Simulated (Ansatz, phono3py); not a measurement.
**Scattering channels in CdS (Greenockite, P6_3mc), one at a time**

Aim: with force constants in hand, see how mesh, solver, isotopes and boundaries change the conductivity of CdS (Greenockite).

Measurements to reproduce:
- thermal conductivity 16 W/m/K near room temperature (given in “Combining the AFLOW GIBBS and Elastic Libraries to efficiently and robustly screen thermo-mechanical properties of solids”, 2017, arXiv:1611.05714)

Main program and level: Ansatz 0.2.0 and phono3py 4.10.0; DFT r2SCAN, scalar-relativistic, plane waves, PAW; PAW set soft_1, in the first sound run; inputs show where later runs differ.

The database entry behind the starting cell differs from later determinations by our own check (about 0.35 % long), so it need not match the best structure at ambient conditions.

### Step 1. Set-up

The structure is hexagonal, space group P6_3mc (No. 186). Conventional cell: a = 4.165 Å, b = 4.165 Å, c = 6.768 Å, α = 90.00°, β = 90.00°, γ = 120.00°. Nearest to Cd lie 4 S at 2.54 to 2.55 Å. Nearest to S lie 4 Cd at 2.54 to 2.55 Å. Farther neighbours and most contacts between anions are not listed.

### Step 2. Where the constants come from

input.yaml

```yaml
crystal:
  lattice:
    - [4.1646339296, 0.0, 0.0]
    - [-2.0823169648, 3.6066787805, 0.0]
    - [0.0, 0.0, 6.7678360047]
  atoms:
    - { symbol: Cd, position: [0.3333333333, 0.6666666667, -0.0009558619] }
    - { symbol: Cd, position: [0.6666666667, 0.3333333333, 0.4990441381] }
    - { symbol: S, position: [0.3333333333, 0.6666666667, 0.3759558619] }
    - { symbol: S, position: [0.6666666667, 0.3333333333, 0.8759558619] }
kpoints:
  mp_grid: { grid: [9, 9, 4] }
hamiltonian:
  xc: r2scan
  pseudopotentials: { kind: paw, azcp: { folder: soft_1 } }
scf:
  occupations: { method: fixed }
  lower_state_search: "off"
output:
  eigenvalues: true
phonons:
  method: fd
  dielectric: true
  supercell: [3, 3, 2]
  temperatures: { t_max: 1000, t_step: 50 }
  qpath:
    path:
      - [[0.0, 0.0, 0.0], [0.5, 0.0, 0.0], [0.33333333, 0.33333333, 0.0], [0.0, 0.0, 0.0], [0.0, 0.0, 0.5], [0.5, 0.0, 0.5], [0.33333333, 0.33333333, 0.5], [0.0, 0.0, 0.5]]
      - [[0.5, 0.0, 0.5], [0.5, 0.0, 0.0]]
      - [[0.33333333, 0.33333333, 0.0], [0.33333333, 0.33333333, 0.5]]
    npoints: 10
  third_order: { supercell: [3, 3, 2], pair_cutoff: 4.367 }
  lattice_thermal_conductivity:
    qmesh: [13, 13, 7]
    temperatures: [100.0, 150.0, 200.0, 300.0, 400.0, 500.0, 600.0, 800.0]
    isotope_mass_variance:
      - { species: Cd, variance: 0.0002716 }
      - { species: S, variance: 0.0001651 }
```

Run with:

```bash
$ ansatz run input.yaml --threads 18 --pin off --max-ram 92160MiB --backend cuda --events-out ev --progress --plain --runs-dir out --max-vram 78GiB
```

The job ended after 23 min (1 × NVIDIA GB200 with 18 threads of Arm Neoverse V2, shared host; peak memory 7.9 GiB; 2.3 h of CPU time).

Numbers from this step:

```yaml
highest_frequency: 295.8 cm⁻¹
kappa_at_300_k_relaxation_time: 14.65 W/m/K
kappa_at_300_k_full_solution: 16.38 W/m/K
dipole_term: run
third_order_blocks: 616
```

### Step 3. Relaxation-time solution

The base run: each mode relaxes on its own with natural isotopes, and rates are split into normal and umklapp parts.

This step: DFT r2SCAN, scalar-relativistic, plane waves, PAW; PAW set soft_1; phono3py on Ansatz's force constants (phono3py 4.10.0).

phono3py.yaml

```yaml
phono3py:
  version: "4.10.0"
  frequency_unit_conversion_factor: 15.633302
  symmetry_tolerance: 1.00000e-05

physical_unit:
  atomic_mass: "AMU"
  length: "angstrom"

space_group:
  type: "P6_3mc"
  number: 186
  Hall_symbol: "P 6c -2c"

primitive_matrix:
- [  1.000000000000000,  0.000000000000000,  0.000000000000000 ]
- [  0.000000000000000,  1.000000000000000,  0.000000000000000 ]
- [  0.000000000000000,  0.000000000000000,  1.000000000000000 ]

supercell_matrix:
- [   3,   0,   0 ]
- [   0,   3,   0 ]
- [   0,   0,   2 ]

# [primitive_cell block left out]
unit_cell:
  lattice:
  - [     4.164633929602186,     0.000000000000000,     0.000000000000000 ] # a
  - [    -2.082316964801093,     3.606678780498107,     0.000000000000000 ] # b
  - [     0.000000000000000,     0.000000000000000,     6.767836004700000 ] # c
  points:
  - symbol: Cd # 1
    coordinates: [  0.333333333333333,  0.666666666666667, -0.000955861900000 ]
    mass: 112.414000
    reduced_to: 1
  - symbol: Cd # 2
    coordinates: [  0.666666666666667,  0.333333333333333,  0.499044138100000 ]
    mass: 112.414000
    reduced_to: 2
  - symbol: S # 3
    coordinates: [  0.333333333333333,  0.666666666666667,  0.375955861900000 ]
    mass: 32.060000
    reduced_to: 3
  - symbol: S # 4
    coordinates: [  0.666666666666667,  0.333333333333333,  0.875955861900000 ]
    mass: 32.060000
    reduced_to: 4

# [supercell block left out]
phonon_supercell_matrix:
- [   3,   0,   0 ]
- [   0,   3,   0 ]
- [   0,   0,   2 ]

# [phonon_primitive_cell block left out]
# [phonon_supercell block left out]
nac:
  born_effective_charge:
  - # 1 (Cd)
    - [  2.149721815841585,  0.000000000000000,  0.000000000000000 ]
    - [  0.000000000000000,  2.149721815841584,  0.000000000000000 ]
    - [  0.000000000000000,  0.000000000000000,  2.225165993426336 ]
  - # 2 (Cd)
    - [  2.149721815841585,  0.000000000000000,  0.000000000000000 ]
    - [  0.000000000000000,  2.149721815841584,  0.000000000000000 ]
    - [  0.000000000000000,  0.000000000000000,  2.225165993426336 ]
  - # 3 (S)
    - [ -2.149721815841585,  0.000000000000000,  0.000000000000000 ]
    - [  0.000000000000000, -2.149721815841585,  0.000000000000000 ]
    - [  0.000000000000000,  0.000000000000000, -2.225165993426336 ]
  - # 4 (S)
    - [ -2.149721815841585,  0.000000000000000,  0.000000000000000 ]
    - [  0.000000000000000, -2.149721815841584,  0.000000000000000 ]
    - [  0.000000000000000,  0.000000000000000, -2.225165993426336 ]
  dielectric_constant:
    - [  5.383457480482410,  0.000000000000000,  0.000000000000000 ]
    - [  0.000000000000000,  5.383457480482409,  0.000000000000000 ]
    - [  0.000000000000000,  0.000000000000000,  5.453426528803349 ]
  unit_conversion_factor: 14.399645
```

Run with:

```bash
$ phono3py phono3py.yaml --mesh 13 13 7 --br --isotope --nu --ts 100 150 200 300 400 500 600 800
```

What it wrote:

```text
Rust backend (phonors) using rayon (8 threads).
Running in phono3py.load mode.
Spglib version 2.8.0
----------------------------- General settings -----------------------------
Run mode: conductivity-RTA
HDF5 data compression filter: gzip
Crystal structure was read from "phono3py.yaml".
Supercell (dim): [3 3 2]
Phonon supercell (dim-fc2): [3 3 2]
Primitive matrix:
  [1. 0. 0.]
  [0. 1. 0.]
  [0. 0. 1.]
Spacegroup: P6_3mc (186)
Use -v option to watch primitive cell, unit cell, and supercell structures.
NAC parameters were read from "phono3py.yaml".
fc3 was read from "fc3.hdf5".
fc2 was read from "fc2.hdf5".
----------------------------- Force constants ------------------------------
Max drift of fc3: -0.00000300 (xxy) -0.00000300 (xxy) -0.00000300 (xyx)
Max drift of fc2: -0.00000900 (yy) -0.00000900 (yy)
--------------------------- Calculation settings ---------------------------
Non-analytical term correction (NAC): True
NAC unit conversion factor:  14.39964
BZ integration: Tetrahedron-method
Temperature:  100.0  150.0  200.0  300.0  400.0 ... 800.0
Cutoff frequency: 0.01
Mesh sampling: [ 13 13 7 ]
Generating grid system ... [ 13 13 7 ]
fc3-r2q-transformation over three atoms: True
--------------------------- Phonon calculations ----------------------------
Use NAC by Gonze et al. (no real space sum in current implementation)
  PRB 50, 13035(R) (1994), PRB 55, 10355 (1997)
  G-cutoff distance: 0.89, Number of G-points: 313, Lambda: 0.22
Running harmonic phonon calculations...
-------------------- Lattice thermal conductivity (RTA) --------------------
Running heat capacity calculations...
Running velocity calculations...
Running isotope scattering calculations with tetrahedron method...
======================= Grid point 0 (1/84) =======================
q-point: ( 0.00  0.00  0.00)
Boundary mean free path (millimeter): 1000.000
Mass variance parameters: 2.72e-04 2.72e-04 1.65e-04 1.65e-04
Number of triplets: 84
Frequency     group velocity (x, y, z)     |gv|
  -0.005   (   0.000    0.000    0.000)    0.000
  -0.002   (   0.000    0.000    0.000)    0.000
   0.003   (   0.000    0.000   -0.000)    0.000
   1.267   (   0.000   -0.000   -0.000)    0.000
   1.267   (   0.000    0.000    0.000)    0.000
   4.001   (   0.000    0.000   -0.000)    0.000
   6.692   (   0.000    0.000    0.000)    0.000
   6.930   (   0.000   -0.000   -0.000)    0.000
   6.930   (   0.000    0.000    0.000)    0.000
   7.340   (   0.000   -0.000   -0.000)    0.000
   7.340   (  -0.000   -0.000    0.000)    0.000
   8.851   (   0.000    0.000    0.000)    0.000
======================= Grid point 1 (2/84) =======================
q-point: ( 0.08  0.00  0.00)
Boundary mean free path (millimeter): 1000.000
Mass variance parameters: 2.72e-04 2.72e-04 1.65e-04 1.65e-04
Number of triplets: 196
Frequency     group velocity (x, y, z)     |gv|
   0.292   (  11.785    6.804    0.000)   13.608
   0.337   (  17.699   10.219    0.000)   20.437
   0.862   (  33.121   19.122    0.000)   38.245
   1.259   (  -0.362   -0.209    0.000)    0.418
[...]
[81 grid points left out]
======================= Grid point 601 (84/84) =======================
q-point: ( 0.31  0.31  0.43)
Boundary mean free path (millimeter): 1000.000
Mass variance parameters: 2.72e-04 2.72e-04 1.65e-04 1.65e-04
Number of triplets: 322
Frequency     group velocity (x, y, z)     |gv|
[...]
4.093   (   0.917    1.589    3.508)    3.959
   4.121   (  -0.248   -0.429    0.951)    1.072
   7.622   (   0.381    0.661   -0.582)    0.960
   7.652   (  -0.831   -1.439   -3.386)    3.772
   8.349   (   3.806    6.592    3.057)    8.203
   8.378   (   2.801    4.851    0.069)    5.602
   8.530   (  -2.805   -4.859    3.670)    6.704
   8.627   (  -1.169   -2.025   -5.180)    5.684
=================== End of collection of collisions ===================
----------- Thermal conductivity (W/m-k) with tetrahedron method -----------
#  T(K)        xx         yy         zz         yz         xz         xy
  100.0      46.300     46.300     48.775     -0.000      0.000      0.000
  150.0      29.531     29.531     30.585     -0.000      0.000      0.000
  200.0      21.773     21.773     22.380     -0.000      0.000      0.000
  300.0      14.438     14.438     14.741     -0.000      0.000      0.000
  400.0      10.868     10.868     11.062     -0.000      0.000      0.000
  500.0       8.734      8.734      8.875     -0.000      0.000      0.000
  600.0       7.308      7.308      7.418     -0.000      0.000      0.000
  800.0       5.516      5.516      5.592     -0.000      0.000      0.000

Thermal conductivity related properties were written into
"kappa-m13137.hdf5".
Summary of calculation was written in "phono3py.yaml".
```

Wall time 8.9 s (8 threads of Intel Xeon at 2.70GHz, shared host); peak memory 0.09 GiB; 59 s of CPU time.

This step gave:

| Quantity | Value |
| --- | --- |
| κ at 300 K | 14.54 W/m/K |
| κ xx, yy, zz at 300 K | 14.44, 14.44, 14.74 W/m/K |
| normal share of three-phonon scattering at 300 K | 0.577 |

W/m/K. Kappa, by row:

| T (K) | xx | yy | zz | yz | xz | xy |
| --- | --- | --- | --- | --- | --- | --- |
| 100 | 46.3 | 46.3 | 48.78 | 0 | 0 | 0 |
| 150 | 29.53 | 29.53 | 30.58 | 0 | 0 | 0 |
| 200 | 21.77 | 21.77 | 22.38 | 0 | 0 | 0 |
| 300 | 14.44 | 14.44 | 14.74 | 0 | 0 | 0 |
| 400 | 10.87 | 10.87 | 11.06 | 0 | 0 | 0 |
| 500 | 8.734 | 8.734 | 8.875 | 0 | 0 | 0 |
| 600 | 7.308 | 7.308 | 7.418 | 0 | 0 | 0 |
| 800 | 5.516 | 5.516 | 5.592 | 0 | 0 | 0 |

The lattice thermal conductivity by temperature:

| temperature (K) | xx (W/m/K) | zz (W/m/K) |
| --- | --- | --- |
| 100 | 46.3 | 48.8 |
| 150 | 29.5 | 30.6 |
| 200 | 21.8 | 22.4 |
| 300 | 14.4 | 14.7 |
| 400 | 10.9 | 11.1 |
| 500 | 8.73 | 8.88 |
| 600 | 7.31 | 7.42 |
| 800 | 5.52 | 5.59 |

Mean scattering rate at 300 K against frequency:

| frequency (THz) | normal (1/ps) | umklapp (1/ps) |
| --- | --- | --- |
| 0.18 | 0.0034 | 1.5e-4 |
| 0.55 | 0.00806 | 0.00162 |
| 0.92 | 0.00782 | 0.00336 |
| 1.29 | 0.0125 | 0.00849 |
| 1.66 | 0.0129 | 0.0127 |
| 2.03 | 0.0176 | 0.0197 |
| 2.40 | 0.0486 | 0.0291 |
| 2.77 | 0.103 | 0.0838 |
| 3.14 | 0.117 | 0.128 |
| 3.51 | 0.119 | 0.125 |
| 3.88 | 0.0612 | 0.0622 |
| 4.25 | 0.0311 | 0.0503 |
| 4.62 | - | - |
| 4.99 | - | - |
| 5.36 | - | - |
| 5.73 | - | - |
| 6.10 | - | - |
| 6.47 | - | - |
| 6.84 | 0.488 | 0.0977 |
| 7.21 | 0.352 | 0.174 |
| 7.58 | 0.14 | 0.0892 |
| 7.95 | 0.073 | 0.0465 |
| 8.32 | 0.0715 | 0.0299 |
| 8.69 | 0.291 | 0.153 |

The base value at 300 K is 14.5 W/(m K).

The lattice thermal conductivity is 14.4 W/m/K at 300 K (xx), going as T^-1.0 above 200 K; 14.7 W/m/K at 300 K (zz), going as T^-1.0 above 200 K.

### Step 4. Two programs, one set of constants

This step: DFT r2SCAN, scalar-relativistic, plane waves, PAW; PAW set soft_1 (Ansatz 0.2.0).

Ansatz's figure includes its coherence part. Comparison, by row:

| T (K) | Ansatz RTA (W/m/K) | phono3py RTA (W/m/K) | difference (%) |
| --- | --- | --- | --- |
| 100 | 47.44 | 47.13 | -0.67 |
| 150 | 30.07 | 29.88 | -0.64 |
| 200 | 22.12 | 21.97 | -0.65 |
| 300 | 14.65 | 14.54 | -0.73 |
| 400 | 11.03 | 10.93 | -0.85 |
| 500 | 8.871 | 8.781 | -1.01 |
| 600 | 7.432 | 7.345 | -1.18 |
| 800 | 5.628 | 5.541 | -1.55 |

### Step 5. Without isotopes, third order supercell 3×3×2, supercell 3×3×2

Leaving out the isotope term shows how much the natural mass disorder scatters.

This step: DFT r2SCAN, scalar-relativistic, plane waves, PAW; PAW set soft_1; phono3py on Ansatz's force constants (phono3py 4.10.0).

phono3py.yaml is that of step 3.

Run with:

```bash
$ phono3py phono3py.yaml --mesh 13 13 7 --br --ts 100 150 200 300 400 500 600 800
```

What it wrote:

```text
[banner, memory and clock lines left out]
Rust backend (phonors) using rayon (8 threads).
Running in phono3py.load mode.
Spglib version 2.8.0
----------------------------- General settings -----------------------------
Run mode: conductivity-RTA
HDF5 data compression filter: gzip
Crystal structure was read from "phono3py.yaml".
Supercell (dim): [3 3 2]
Phonon supercell (dim-fc2): [3 3 2]
Primitive matrix:
  [1. 0. 0.]
  [0. 1. 0.]
  [0. 0. 1.]
Spacegroup: P6_3mc (186)
Use -v option to watch primitive cell, unit cell, and supercell structures.
NAC parameters were read from "phono3py.yaml".
fc3 was read from "fc3.hdf5".
fc2 was read from "fc2.hdf5".
----------------------------- Force constants ------------------------------
Max drift of fc3: -0.00000300 (xxy) -0.00000300 (xxy) -0.00000300 (xyx)
Max drift of fc2: -0.00000900 (yy) -0.00000900 (yy)
--------------------------- Calculation settings ---------------------------
Non-analytical term correction (NAC): True
NAC unit conversion factor:  14.39964
BZ integration: Tetrahedron-method
Temperature:  100.0  150.0  200.0  300.0  400.0 ... 800.0
Cutoff frequency: 0.01
Mesh sampling: [ 13 13 7 ]
Generating grid system ... [ 13 13 7 ]
fc3-r2q-transformation over three atoms: True
--------------------------- Phonon calculations ----------------------------
  PRB 50, 13035(R) (1994), PRB 55, 10355 (1997)
  G-cutoff distance: 0.89, Number of G-points: 313, Lambda: 0.22
Running harmonic phonon calculations...
-------------------- Lattice thermal conductivity (RTA) --------------------
Running heat capacity calculations...
Running velocity calculations...
======================= Grid point 0 (1/84) =======================
q-point: ( 0.00  0.00  0.00)
Boundary mean free path (millimeter): 1000.000
Number of triplets: 84
Frequency     group velocity (x, y, z)     |gv|
  -0.005   (   0.000    0.000    0.000)    0.000
  -0.002   (   0.000    0.000    0.000)    0.000
   0.003   (   0.000    0.000   -0.000)    0.000
   1.267   (   0.000   -0.000   -0.000)    0.000
   1.267   (   0.000    0.000    0.000)    0.000
   4.001   (   0.000    0.000   -0.000)    0.000
   6.692   (   0.000    0.000    0.000)    0.000
   6.930   (   0.000   -0.000   -0.000)    0.000
   6.930   (   0.000    0.000    0.000)    0.000
   7.340   (   0.000   -0.000   -0.000)    0.000
   7.340   (  -0.000   -0.000    0.000)    0.000
   8.851   (   0.000    0.000    0.000)    0.000
======================= Grid point 1 (2/84) =======================
q-point: ( 0.08  0.00  0.00)
Boundary mean free path (millimeter): 1000.000
Number of triplets: 196
Frequency     group velocity (x, y, z)     |gv|
   0.292   (  11.785    6.804    0.000)   13.608
   0.337   (  17.699   10.219    0.000)   20.437
   0.862   (  33.121   19.122    0.000)   38.245
   1.259   (  -0.362   -0.209    0.000)    0.418
[...]
[81 grid points left out]
======================= Grid point 601 (84/84) =======================
q-point: ( 0.31  0.31  0.43)
Boundary mean free path (millimeter): 1000.000
Number of triplets: 322
Frequency     group velocity (x, y, z)     |gv|
[...]
4.093   (   0.917    1.589    3.508)    3.959
   4.121   (  -0.248   -0.429    0.951)    1.072
   7.622   (   0.381    0.661   -0.582)    0.960
   7.652   (  -0.831   -1.439   -3.386)    3.772
   8.349   (   3.806    6.592    3.057)    8.203
   8.378   (   2.801    4.851    0.069)    5.602
   8.530   (  -2.805   -4.859    3.670)    6.704
   8.627   (  -1.169   -2.025   -5.180)    5.684
=================== End of collection of collisions ===================
----------- Thermal conductivity (W/m-k) with tetrahedron method -----------
#  T(K)        xx         yy         zz         yz         xz         xy
  100.0      59.227     59.227     60.667     -0.000      0.000      0.000
  150.0      34.726     34.726     35.375     -0.000      0.000      0.000
  200.0      24.619     24.619     25.014     -0.000      0.000      0.000
  300.0      15.706     15.706     15.923     -0.000      0.000      0.000
  400.0      11.591     11.591     11.741     -0.000      0.000      0.000
  500.0       9.203      9.203      9.318     -0.000      0.000      0.000
  600.0       7.637      7.637      7.731     -0.000      0.000      0.000
  800.0       5.704      5.704      5.773     -0.000      0.000      0.000

Thermal conductivity related properties were written into
"kappa-m13137.hdf5".
Summary of calculation was written in "phono3py.yaml".
```

Elapsed: 7.6 s, on 8 threads; peak memory 0.09 GiB; 51 s of CPU time.

Numbers from this step:

- κ at 300 K: 15.78 W/m/K
- κ xx, yy, zz at 300 K: 15.71, 15.71, 15.92 W/m/K

W/m/K. Kappa, by row:

| T (K) | xx | yy | zz | yz | xz | xy |
| --- | --- | --- | --- | --- | --- | --- |
| 100 | 59.23 | 59.23 | 60.67 | 0 | 0 | 0 |
| 150 | 34.73 | 34.73 | 35.37 | 0 | 0 | 0 |
| 200 | 24.62 | 24.62 | 25.01 | 0 | 0 | 0 |
| 300 | 15.71 | 15.71 | 15.92 | 0 | 0 | 0 |
| 400 | 11.59 | 11.59 | 11.74 | 0 | 0 | 0 |
| 500 | 9.203 | 9.203 | 9.318 | 0 | 0 | 0 |
| 600 | 7.637 | 7.637 | 7.731 | 0 | 0 | 0 |
| 800 | 5.704 | 5.704 | 5.773 | 0 | 0 | 0 |

κ at 300 K goes from 14.5 in the base run to 15.8 W/(m K).

(Part 1 of 5 ends here.)

[Logs are printed without paths, hosts, clocks, repeated set-up lines and the standing remarks that a program may print on its own settings, such as how far it seeks lower states.]

[Hosts, paths, dates, database ids (printed as entryN), source tags and the programs' standing remarks are cut or masked in the printed files.]

[A step with changed settings may run another functional than the one named; its input shows which.]
